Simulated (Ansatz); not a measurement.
# C (Fd-3m, 2 atoms in the cell): modes against uniaxial strain along [001], part 2 of 2

Aim: how do the optical modes of C (Fd-3m, 2 atoms in the cell) shift and split under this strain?

Ansatz 0.2.0; DFT LDA, scalar-relativistic, plane waves, PAW; PAW set soft_1.

So far, mean high-frequency dielectric constant: step 5 (zone-centre response at rest) 5.76.

**6. Relaxation of a member: uniaxial strain of +4 % along [001]**

The cell takes a uniaxial strain of +4 % along [001]. The strained length and the angles are held, while the rest of the cell and the atoms relax.

Contents of input.yaml:

```yaml
crystal:
  lattice:
    - [0.0, 1.7603466686, 1.836362617]
    - [1.7603466686, 0.0, 1.836362617]
    - [1.7603466686, 1.7603466686, 0.0]
  atoms:
    - { symbol: C, position: [0.5, 0.5, 0.5] }
    - { symbol: C, position: [0.75, 0.75, 0.75] }
  conventional_axes: [[-1, 1, 1], [1, -1, 1], [1, 1, -1]]
kpoints:
  mp_grid: { grid: [12, 12, 12] }
hamiltonian:
  xc: lda
  pseudopotentials: { kind: paw, azcp: { folder: soft_1 }, xc_functional: pbe }
scf:
  occupations: { method: fixed }
output:
  forces: true
  stress: true
  eigenvalues: true
relax:
  adjacent_minimum: "off"
  f_tol: 0.001
  max_steps: 60
  cell: { stress_tol: 0.01, fix: [c, angles] }
```

On the command line:

```bash
$ ansatz run input.yaml --threads 4 --pin off --max-ram 10240MiB --backend cpu --events-out ev --progress --plain --runs-dir out
```

Numbers of over 12 decimals in the logs are rounded to 6 here.

Output:

```text
[...]
Crystal: 2 atoms, lattice volume = 11.381 Å³
Basis set: ecut = 420 eV, 215 PW (Γ)
Bands: 8, of which v1, the nominal top of the filled ones, is band 4 counted from 1 (3 counted from 0)
Symmetry: 16 space group operations
[...]
k-points: 163 of 1728
[...]
P = ⅓ Tr σ = -13.8504 GPa (-138.504 kbar)
--- Band table (eV; the first three rows and the last of 163) ---
[...]
--- Relaxed structure (4 steps of the walk, 4 accepted, 2 SCFs on fresh bases) ---
[...]
cell:  # Å, volume = 11.3629 Å³
    - [0.0, 1.758936, 1.836362617]
    - [1.758936, 0.0, 1.836362617]
    - [1.758936, 1.758936, 0.0]
  atoms:
    - { symbol: C, position: [0.500000, 0.500000, 0.500000] }
    - { symbol: C, position: [0.750000, 0.750000, 0.750000] }
[key lines of the parts left out:]
SCF converged after 3 iterations
Free energy (F): -485.933043 eV
Fermi energy:    13.293235 eV
```

Wall time 17 s (4 threads of Intel Xeon at 2.50GHz (Skylake/Cascade Lake), shared host); peak memory 0.3 GiB.

Little changed from the start: no atom moved by 0.005 Å and no cell edge by 0.1 %.

Numbers from this step:

```yaml
pressure: -13.85 GPa
gap_on_the_k_mesh: 3.583 eV
volume_per_atom: 5.681 Å³
```

The forces vanish by symmetry.

**7. Zone-centre modes of the member: uniaxial strain of +4 % along [001]**

The zone-centre modes follow for uniaxial strain of +4 % along [001], with the response to a field.

input.yaml, the sections that differ from step 6:

```yaml
crystal:
  lattice:
    - [0.0, 1.7589356786, 1.836362617]
    - [1.7589356786, 0.0, 1.836362617]
    - [1.7589356786, 1.7589356786, 0.0]
  atoms:
    - { symbol: C, position: [0.5, 0.5, 0.5] }
    - { symbol: C, position: [0.75, 0.75, 0.75] }
output:
  eigenvalues: true
phonons:
  method: dfpt
  dielectric: true
  rigid_motions: translations
# kpoints, hamiltonian, scf: as in step 6
# relax: removed
```

Output:

```text
[...]
Crystal: 2 atoms, lattice volume = 11.363 Å³
Basis set: ecut = 420 eV, 215 PW (Γ), exchange–correlation on 40×40×40 points (8 copies of the dense FFT grid, shifted against one another)
Bands: 8, of which v1, the nominal top of the filled ones, is band 4 counted from 1 (3 counted from 0)
Symmetry: 16 space group operations
k-points: 868 of 1728 (irreducible under 1 space group operation, time reversal used)
[...]
SCF iter   1: F=—  HF=-486.599792 eV  |F-HF|=—  |Δ(HF+E_count)|=         —  Δρ=1.39e-1  dr2=1.56e0  ethr=3.10e-3  ⟨swp⟩=3.9  Hψ=39733  notcnv=0  defer=1625
[...]
SCF iter   8: F=-485.933044 eV  HF=-485.933044 eV  |F-HF|=1.65e-12  |Δ(HF+E_count)|=  1.46e-10  Δρ=2.83e-7  dr2=2.74e-12  ethr=1.25e-12  ⟨swp⟩=7.0  Hψ=36589  notcnv=0
SCF 1 converged in 8 iterations: F = -485.933044 eV  dr2 = 2.74e-12
[...]
Bands: 5, of which v1, the nominal top of the filled ones, is band 4 counted from 1 (3 counted from 0)
k-points: 468 of 1728 (irreducible under 4 space group operations)
[...]
Eigensolver: Dense (468 Hₖ)
SCF iter   1: F=—  HF=-485.936178 eV  |F-HF|=—  |Δ(HF+E_count)|=         —  Δρ=5.61e-4  dr2=4.41e-6  ethr=1.00e-1
[...]
SCF iter   3: F=-485.936180 eV  HF=-485.936180 eV  |F-HF|=1.32e-9  |Δ(HF+E_count)|=   7.80e-7  Δρ=1.02e-5  dr2=1.59e-9  ethr=1.28e-8
SCF 1 converged in 3 iterations: F = -485.936180 eV  dr2 = 1.59e-9
[...]
SCF converged after 8 iterations
Free energy (F): -485.933044 eV
[...]
Internal energy: -485.933044 eV  (E = F + TS)
E sigma→0 (E₀):  -485.933044 eV
Fermi energy:    13.293237 eV
[...]
--- Band table (eV; the first three rows and the last of 868) ---
[...]
--- Phonons (Γ-DFPT): 2 representative perturbations + reference, on 868 of 1728 k-points (Σ response iterations 6) ---
  k mesh reduced under 1 symmetry operation, with k and −k counted as one. Each operation leaves every solved perturbation unchanged. A smaller set is not considered because the run solves the response to a homogeneous field
  ASR residual: 1.266e-4 → 0.000e0 eV/Å²; symmetrization residual: 5.280e-7 eV/Å²
  ASR residual per site (eV/Å²): 1.27e-4 1.27e-4
  Γ frequencies (cm⁻¹): 0.00 0.00 0.00 1256.83 1287.76 1287.76
  ε∞ (high-frequency dielectric tensor):
        5.663322     0.000000     0.000000
        0.000000     5.663322     0.000000
        0.000000     0.000000     6.158543
  ε⁰ (static dielectric tensor: ions relaxed, cell fixed):
        5.663322     0.000000     0.000000
        0.000000     5.663322     0.000000
        0.000000     0.000000     6.158543
  ε⁰ − ε∞ (ionic part):
        0.000000     0.000000     0.000000
        0.000000     0.000000     0.000000
        0.000000     0.000000     0.000000
[...]
Born effective charges Z* (e; rows j = field, columns β = displacement):
    site 0:
         0.00000    0.00000    0.00000
         0.00000    0.00000    0.00000
         0.00000    0.00000    0.00000
    site 1:
         0.00000    0.00000    0.00000
         0.00000    0.00000    0.00000
         0.00000   -0.00000    0.00000
  Z* charge neutrality: 4.376e-4 e pre-enforcement
[...]
optical modes at Γ without the LO–TO term, one row a degenerate level:
      ω (cm⁻¹)  modes    IR ((D/Å)²/amu)
       1256.83      1             0.0000
       1287.76      2             0.0000
  optical modes at Γ + LO–TO along q̂ = [1.0000, 0.0000, 0.0000]:
      ω (cm⁻¹)  modes    IR ((D/Å)²/amu)
       1256.83      1             0.0000
       1287.76      2             0.0000
  optical modes at Γ + LO–TO along q̂ = [0.0000, 1.0000, 0.0000]:
      ω (cm⁻¹)  modes    IR ((D/Å)²/amu)
       1256.83      1             0.0000
       1287.76      2             0.0000
  optical modes at Γ + LO–TO along q̂ = [0.0000, 0.0000, 1.0000]:
      ω (cm⁻¹)  modes    IR ((D/Å)²/amu)
       1256.83      1             0.0000
       1287.76      2             0.0000
```

Wall time 77 s (4 threads); peak memory 0.74 GiB; 2.5 min of CPU time.

This step gave:

```yaml
sum_rule_residual_before_enforcement: 1.27e-4 eV/Å²
miss_of_the_charge_sum_rule: 4.38e-4 e
estimated_error_of_the_dielectric_tensor: 0.01634
estimated_error_of_the_born_charges: 0.004328 e
point_group: 4/mmm
highest_optical_mode_at_the_zone_centre_no_lo_to_term: 1288 cm⁻¹
lowest_optical_zone_centre_mode: 1257 cm⁻¹
mean_high_frequency_dielectric_constant: 5.828
mean_static_dielectric_constant: 5.828
top_of_the_zone_centre_spectrum_with_the_field: 1288 cm⁻¹
```

Patterns of degenerate modes are one choice out of their space. Modes at Γ:

```
mode  frequency (cm⁻¹)  symmetry
   1               0.0  acoustic
   2               0.0  acoustic
   3               0.0  acoustic
   4            1256.8       B1g
   5            1287.8        Eg
   6            1287.8        Eg
```

The lowest optical mode is real, 1257 cm⁻¹, and the highest lies at 1287.8 cm⁻¹.

**8. Relaxation of a member: uniaxial strain of -4 % along [001]**

The cell takes a uniaxial strain of -4 % along [001]. The strained length and the angles are held, while the rest of the cell and the atoms relax.

input.yaml, the sections that differ from step 7:

```yaml
crystal:
  lattice:
    - [0.0, 1.7729400393, 1.6951039539]
    - [1.7729400393, 0.0, 1.6951039539]
    - [1.7729400393, 1.7729400393, 0.0]
  atoms:
    - { symbol: C, position: [0.5, 0.5, 0.5] }
    - { symbol: C, position: [0.75, 0.75, 0.75] }
  conventional_axes: [[-1, 1, 1], [1, -1, 1], [1, 1, -1]]
output:
  forces: true
  stress: true
  eigenvalues: true
relax:
  adjacent_minimum: "off"
  f_tol: 0.001
  max_steps: 60
  cell: { stress_tol: 0.01, fix: [c, angles] }
# kpoints, hamiltonian, scf: as in step 7
# phonons: removed
```

Output:

```text
[...]
Crystal: 2 atoms, lattice volume = 10.656 Å³
Basis set: ecut = 420 eV, 197 PW (Γ)
Bands: 8, of which v1, the nominal top of the filled ones, is band 4 counted from 1 (3 counted from 0)
Symmetry: 16 space group operations
[...]
k-points: 163 of 1728
[...]
P = ⅓ Tr σ = 14.5362 GPa (145.362 kbar)
--- Band table (eV; the first three rows and the last of 163) ---
[...]
--- Relaxed structure (4 steps of the walk, 4 accepted, 2 SCFs on fresh bases) ---
[...]
cell:  # Å, volume = 10.6906 Å³
    - [0.0, 1.775778, 1.6951039539]
    - [1.775778, 0, 1.6951039539]
    - [1.775778, 1.775778, 0]
  atoms:
    - { symbol: C, position: [0.500000, 0.500000, 0.5] }
    - { symbol: C, position: [0.750000, 0.750000, 0.750000] }
[key lines of the parts left out:]
SCF converged after 4 iterations
Free energy (F): -485.930427 eV
Fermi energy:    14.651905 eV
```

Wall time 16 s (4 threads); peak memory 0.3 GiB; 21 s of CPU time.

Relaxation path:

```
step  energy less that of the first step (eV)  largest force component (eV/Å)  pressure (GPa)  volume (Å³)
   1                                   0.0000                          0.0000           16.20        10.66
   2                                  -0.0001                          0.0000           15.09        10.68
   3                                  -0.0001                          0.0000           14.54        10.69
  4*                                  -0.0002                          0.0000           14.57        10.69
   5                                  -0.0002                          0.0000           14.54        10.69
  6*                                  -0.0002                          0.0000           14.54        10.69
```

Relaxation steps marked * repeat the geometry before them on a plane-wave basis chosen anew for their cell, so energy and pressure can jump there.

The run keeps the 16 symmetry operations that it works with, so distortions that break them were not tested.

```
conventional cell, symmetrised  before  after  change
                         a (Å)   2.507  2.511  +0.2 %
                         b (Å)   2.507  2.511  +0.2 %
                         c (Å)   3.390  3.390  -0.0 %
              volume (Å³/atom)    5.33   5.35  +0.3 %
```

Final coordinates:

```
C
1.0
     0.00000    1.77578    1.69510
     1.77578    0.00000    1.69510
     1.77578    1.77578    0.00000
C
2
Direct
  0.50000 0.50000 0.50000
  0.75000 0.75000 0.75000
```

This step gave:

| Quantity | Value |
| --- | --- |
| pressure | 14.54 GPa |
| gap on the k-mesh | 3.083 eV |
| volume per atom | 5.345 Å³ |

The forces vanish by symmetry.

The cell grew by 0.3 % in volume.

**9. Modes of this member: uniaxial strain of -4 % along [001]**

The zone-centre modes follow for uniaxial strain of -4 % along [001], with the response to a field.

input.yaml, the sections that differ from step 8:

```yaml
crystal:
  lattice:
    - [0.0, 1.7757775906, 1.6951039539]
    - [1.7757775906, 0.0, 1.6951039539]
    - [1.7757775906, 1.7757775906, 0.0]
  atoms:
    - { symbol: C, position: [0.5, 0.5, 0.5] }
    - { symbol: C, position: [0.75, 0.75, 0.75] }
output:
  eigenvalues: true
phonons:
  method: dfpt
  dielectric: true
  rigid_motions: translations
# kpoints, hamiltonian, scf: as in step 8
# relax: removed
```

Output:

```text
[...]
Crystal: 2 atoms, lattice volume = 10.691 Å³
Basis set: ecut = 420 eV, 197 PW (Γ), exchange–correlation on 40×40×40 points (8 copies of the dense FFT grid, shifted against one another)
Bands: 8, of which v1, the nominal top of the filled ones, is band 4 counted from 1 (3 counted from 0)
Symmetry: 16 space group operations
k-points: 868 of 1728 (irreducible under 1 space group operation, time reversal used)
[...]
optical modes at Γ + LO–TO along q̂ = [1.0000, 0.0000, 0.0000]:
      ω (cm⁻¹)  modes    IR ((D/Å)²/amu)
[...]
optical modes at Γ + LO–TO along q̂ = [0.0000, 1.0000, 0.0000]:
      ω (cm⁻¹)  modes    IR ((D/Å)²/amu)
       1349.63      2             0.0000
       1376.72      1             0.0000
  optical modes at Γ + LO–TO along q̂ = [0.0000, 0.0000, 1.0000]:
      ω (cm⁻¹)  modes    IR ((D/Å)²/amu)
       1349.63      2             0.0000
       1376.72      1             0.0000
[key lines of the parts left out:]
SCF converged after 7 iterations
Free energy (F): -485.930428 eV
Fermi energy:    14.651906 eV
```

It took 74 s on 4 threads; peak memory 0.73 GiB; 2.6 min of CPU time.

This step gave:

```yaml
sum_rule_residual_before_enforcement: 4.75e-4 eV/Å²
miss_of_the_charge_sum_rule: 3.43e-4 e
estimated_error_of_the_dielectric_tensor: 0.01535
estimated_error_of_the_born_charges: 0.004257 e
highest_optical_mode_at_the_zone_centre_no_lo_to_term: 1377 cm⁻¹
lowest_optical_zone_centre_mode: 1350 cm⁻¹
mean_high_frequency_dielectric_constant: 5.744
mean_static_dielectric_constant: 5.744
top_of_the_zone_centre_spectrum_with_the_field: 1377 cm⁻¹
```

Patterns of degenerate modes are one choice out of their space. Modes at Γ:

```
mode  frequency (cm⁻¹)  symmetry
   1               0.0  acoustic
   2               0.0  acoustic
   3               0.0  acoustic
   4            1349.6        Eg
   5            1349.6        Eg
   6            1376.7       B1g
```

The lowest optical mode is real, 1350 cm⁻¹, and the highest lies at 1376.7 cm⁻¹.

**10. All members side by side**

The members are set side by side, also those not shown above.

Stress is positive in compression; energies are extrapolated to zero smearing, and E0 is that at rest; the axis is the direction of the strain; the edges not held and the atoms are relaxed in each cell. State of the crystal along the series:

```
strain (%)  stress along the axis (GPa)  free strain along [100] (%)  free strain along [010] (%)  E - E0 (meV/atom)  gap on mesh (eV)  ε∞ along the axis  ε∞ across the axis, mean
        -4                        43.61                       0.5688                       0.5688              30.02             3.083              5.425                     5.904
        -3                        32.59                       0.4082                       0.4082               16.8              3.37              5.504                     5.865
        -2                        21.63                       0.2596                       0.2596              7.442             3.653              5.588                     5.829
        -1                        10.76                       0.1237                       0.1237              1.855              3.93              5.674                     5.795
         0                    -0.008565                            0                            0                  0             4.202              5.764                     5.764
         1                       -10.64                      -0.1134                      -0.1134              1.827              4.04              5.857                     5.735
         2                       -21.12                      -0.2147                      -0.2147              7.277             3.884              5.954                     5.709
         3                       -31.43                      -0.3051                      -0.3051              16.26             3.731              6.055                     5.685
         4                       -41.55                       -0.385                       -0.385              28.72             3.583              6.159                     5.663
```

Optical modes are counted from below at rest and tracked from member to member by their patterns, and modes that stay within 0.3 cm⁻¹ of each other stand once; labels, where given, are those at rest; the edges not held and the atoms are relaxed in each cell. Optical modes along the series:

```
strain (%)  optical mode 1 T2g, singlet (cm⁻¹)  optical mode 2 T2g, doublet (cm⁻¹)
        -4                                1377                                1350
        -3                                1364                                1344
        -2                                1351                                1337
        -1                                1337                                1330
         0                                1323                                1323
         1                                1307                                1315
         2                                1291                                1306
         3                                1274                                1297
         4                                1257                                1288
```

Value and slope at zero strain of a cubic (a lower polynomial where under five rows exist) through the rows within 2 % of rest. Slopes at rest:

```
                       mode  frequency (cm⁻¹)  shift per percent of strain (cm⁻¹)  shift per GPa of compressive stress (cm⁻¹)
optical mode 1 T2g, singlet              1323                              -15.04                                        1.41
optical mode 2 T2g, doublet              1323                               -7.85                                        0.73
```

**11. What came out**

```
members                                                          : 9
highest optical mode at the zone centre (no LO-TO term), at rest : 1323 cm⁻¹
Young’s modulus along [001]                                      : 1070 GPa
optical mode 1 T2g, singlet, shift per percent                   : -15.04 cm⁻¹
optical mode 2 T2g, doublet, shift per percent                   : -7.85 cm⁻¹
```

The stress changes by 10.70 GPa for each percent, a Young’s modulus of 1070 GPa along [001]. For each percent the free edge responds with -0.12 %. The strain lowers the symmetry: the level at 1322.6 cm⁻¹ splits, into 1376.7 and 1349.6 cm⁻¹ at -4 %. The fastest shift in the table of slopes is -15.0 cm⁻¹ for each percent (optical mode 1 T2g, singlet), or 1.4 cm⁻¹ for each GPa of compressive stress. For small strain, the measured shift of a line that Raman or infrared light can see, divided by its slope, estimates the stress, if the state of stress is of this kind. These are harmonic frequencies at zero temperature: anharmonic shifts, linewidths and thermal expansion are left out. The PAW files were made for PBE; the program adapts parts of them to the functional of the run, but their partial waves stay those of PBE, an approximation that was not tested in this session. Only the zone centre was solved, so an instability at another wavevector cannot show here.

[Logs are printed without paths, hosts, clocks, repeated set-up lines and the standing remarks that a program may print on its own settings, such as how far it seeks lower states.]

[Hosts, paths, dates, database ids (printed as entryN), source tags and the programs' standing remarks are cut or masked in the printed files.]
